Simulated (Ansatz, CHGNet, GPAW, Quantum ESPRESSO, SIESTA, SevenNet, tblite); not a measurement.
# SIESTA runs on amorphous Si0.9Ge0.1 (71 atoms), part 2 of 2

Wanted: SIESTA inputs and outputs for amorphous Si0.9Ge0.1 (71 atoms), checked against a plane-wave reference.

Program: SIESTA 5.4.2; the method stands at each step. Banners, paths, timers and routine set-up lines are dropped from the logs unmarked, and long logs keep their key lines alone; longer cuts are marked. The potentials were converted by us to PSML.

So far. Step 2 (PBE, DZP, shift 0.01 Ry, mesh 300 Ry): Forces lie 11 % from the reference's, at 0.60 times its CPU time (on 1 against 4 cores). Step 3 (PBE, DZP, shift 0.02 Ry, mesh 300 Ry): Against the first run (11 %), the force difference from the reference is 16 %, at 0.69 times the CPU time.

## (4) PBE, DZ, shift 0.01 Ry, mesh 300 Ry

Method: Kohn-Sham DFT, PBE, PseudoDojo 0.4.1 norm-conserving pseudopotentials (converted to PSML), numerical atomic orbitals (DZ), diagonalisation.

Contents of input.fdf:

```
SystemLabel cell
NumberOfAtoms 71
NumberOfSpecies 2
%block ChemicalSpeciesLabel
  1 14 Si
  2 32 Ge
%endblock ChemicalSpeciesLabel
LatticeConstant 1.0 Ang
%block LatticeVectors
  11.46160 0.00000 0.00000
  0.00000 11.46160 0.00000
  0.00000 0.00000 11.46160
%endblock LatticeVectors
PAO.BasisSize DZ
PAO.EnergyShift 0.01 Ry
XC.Functional GGA
XC.Authors PBE
MeshCutoff 300 Ry
%block kgrid_Monkhorst_Pack
  1 0 0 0.0
  0 1 0 0.0
  0 0 1 0.0
%endblock kgrid_Monkhorst_Pack
SolutionMethod diagon
OccupationFunction FD
ElectronicTemperature 580 K
SCF.Mixer.Method Pulay
SCF.Mixer.Weight 0.05
SCF.Mixer.History 8
SCF.Mix Hamiltonian
MaxSCFIterations 300
SCF.DM.Tolerance 1e-04
SCF.H.Tolerance 1.0e-3 eV
WriteForces T
Write.HirshfeldPop T
Write.VoronoiPop T
Write.DM F
Write.H F
XML.Write F
AtomicCoordinatesFormat Fractional
%block AtomicCoordinatesAndAtomicSpecies
[... 71 atom lines left out: the same atoms as in the first run ...]
%endblock AtomicCoordinatesAndAtomicSpecies
```

The run is started by

```sh
OMP_NUM_THREADS=1 siesta < input.fdf > output.txt
```

The program printed:

```text
Version         : 5.4.2
reinit: System Name:
reinit: System Label: cell
initatom: Reading input for the pseudopotentials and atomic orbitals ----------
Species number:   1 Atomic number:   14 Label: Si
Species number:   2 Atomic number:   32 Label: Ge
Ground state valence configuration (from tables):   3s02  3p02  3d00  4f00
[... lines left out ...]
        iscf     Eharris(eV)        E_KS(eV)     FreeEng(eV)     dDmax    Ef(eV) dHmax(eV)
[... lines left out ...]
SCF Convergence by DM+H criterion
[... lines left out ...]
SCF cycle converged after 18 iterations
[... lines left out ...]
   Max    2.464730
[... lines left out ...]
   Max    2.464730    constrained
Stress tensor Voigt[x,y,z,yz,xz,xy] (kbar):      -43.44      -41.68      -50.53        1.35        7.28        0.48
[... lines left out ...]
siesta: FreeEng =    -24299.703409
[... lines left out ...]
siesta:         Fermi =      -3.905480
[... lines left out ...]
siesta:           0.02822399          0.02851036  eV/Ang**3
siesta:          45.21981815         45.67863142  kBar
    Orbital volume contribution        =          36.280898 eV
    (Free)E + p_basis*V_orbitals       =      -24263.422510 eV
    (Free)Eharris+ p_basis*V_orbitals  =      -24263.422519 eV
Hirshfeld Atomic Populations:
Atom #   charge [q] valence [e]  Species
     1    -0.008661    4.008661  Si
     2    -0.006456    4.006456  Si
     3    -0.011826    4.011826  Si
[...]
65     0.025650   13.974350  Ge
    66     0.066074   13.933926  Ge
    67     0.014659   13.985341  Ge
[...]
--------------------
 Total    -0.000013
Voronoi Atomic Populations:
Atom #   charge [q] valence [e]  Species
[...]
63    -0.035346    4.035346  Si
    64    -0.006754    4.006754  Si
[...]
70     0.054675   13.945325  Ge
    71     0.033037   13.966963  Ge
--------------------
 Total    -0.000013
```

It took 1.8 min on 1 thread of Arm Neoverse V2, shared host; peak memory 0.78 GiB.

Numbers from this run, and their distance from the reference:

- r.m.s. force component: 0.6111 eV/Å
- r.m.s. difference of force components: 204.6 meV/Å
- longest difference of force vectors: 723.7 meV/Å
- force difference over r.m.s. force: 40.83 %
- slope of forces against the reference's: 1.16
- correlation of force components: 0.9514
- pressure: 4.522 GPa
- pressure difference: 5.992 GPa

This is a coarse setting, run to see what it loses.

Against the first run (11 %), the force difference from the reference is 41 %, at 0.35 times the CPU time, with 603 basis functions against 958: the smaller basis costs accuracy.

## (5) Side by side

Differences are against the plane-wave reference, forces as r.m.s. over components; share is that over the reference's r.m.s. force, slope the least-squares factor from reference forces to these. Total energies of different programs have different zeros and aren't compared.

| run | Δ force, r.m.s. (meV/Å) | share (%) | slope | Δ pressure (GPa) | cores | CPU time | memory (GiB) |
| --- | --- | --- | --- | --- | --- | --- | --- |
| reference | - | - | - | - | 4 | 8.4 min | 4.2 |
| SIESTA PBE, DZP, shift 0.01 Ry, mesh 300 Ry | 54.6 | 10.9 | 1.046 | 0.580 | 1 | 5 min | 1.3 |
| SIESTA PBE, DZP, shift 0.02 Ry, mesh 300 Ry | 78.7 | 15.7 | 1.041 | -0.391 | 1 | 3.5 min | 1.1 |
| SIESTA PBE, DZ, shift 0.01 Ry, mesh 300 Ry (coarse) | 205 | 40.8 | 1.160 | 5.99 | 1 | 1.8 min | 0.78 |

Rows marked coarse were listed beforehand as settings not expected to be converged; some can still land near the reference.

CPU time is summed over cores on a shared host, where runs went side by side, so it is rough. Symmetry, cutoffs, thresholds, outputs and thread counts weren't matched or tuned between programs; memory under MPI is the largest rank's times the ranks.

A second geometry, displaced anew (every atom was moved at random, 0.06 Å r.m.s. a Cartesian component), gives an energy difference that all programs can be tested on. The reference puts it at 36.41 meV/atom.

| run | energy less the first geometry's (meV/atom) | error (meV/atom) | force share at the second geometry (%) |
| --- | --- | --- | --- |
| SIESTA PBE, DZP, shift 0.01 Ry, mesh 300 Ry | 38.40 | 1.99 | 7.83 |
| SIESTA PBE, DZP, shift 0.02 Ry, mesh 300 Ry | 38.50 | 2.09 | 10.1 |
| SIESTA PBE, DZ, shift 0.01 Ry, mesh 300 Ry | 42.40 | 5.98 | 29.9 |

## (6) Outcome

- nearest in forces: SIESTA PBE, DZP, shift 0.01 Ry, mesh 300 Ry, 11 %
- its CPU time: 5 min

What this shows: The PBE runs in local orbitals, coarse settings apart, differ by 11 % (SIESTA PBE, DZP, shift 0.01 Ry, mesh 300 Ry) to 16 % (SIESTA PBE, DZP, shift 0.02 Ry, mesh 300 Ry); basis, grid and potentials can all enter. Runs with settings chosen to be coarse differ by 41 % (SIESTA PBE, DZ, shift 0.01 Ry, mesh 300 Ry), their programs' other errors included. Of the electronic-structure runs that take under half the reference's CPU time, SIESTA PBE, DZP, shift 0.02 Ry, mesh 300 Ry comes nearest, at 16 % in 3.5 min against 8.4 min. In pressure, SIESTA PBE, DZ, shift 0.01 Ry, mesh 300 Ry misses by +6.0 GPa, at the same functional. The energy difference between the two geometries, 36.4 meV/atom in the reference, is met best by SIESTA PBE, DZP, shift 0.01 Ry, mesh 300 Ry (+1.99) and worst by SIESTA PBE, DZ, shift 0.01 Ry, mesh 300 Ry (coarse) (+5.98). The reference's pressure holds the uncorrected Pulay stress of its 45 Ry basis, so small pressure differences, and their order, may be the reference's own error. The quench rate of 100 K/ps is many orders above laboratory rates, so the cell is likely richer in defects and strain than a real sample. The network of bonds at the start is that of the classical potential that made the cell, and needn't be the one that DFT or experiment would give. The electronic-structure runs sample only Γ, in a cell whose shortest periodic width is 11 Å, which is coarse for a cell with partly filled levels.

[Also dropped from logs without a mark: logging warnings of Python, and SIESTA's first energy breakdown and zero terms.]

[Logs are printed without paths, hosts, clocks, repeated set-up lines and the standing remarks that a program may print on its own settings, such as how far it seeks lower states.]

[Hosts, paths, dates, database ids (printed as entryN), source tags and the programs' standing remarks are cut or masked in the printed files.]
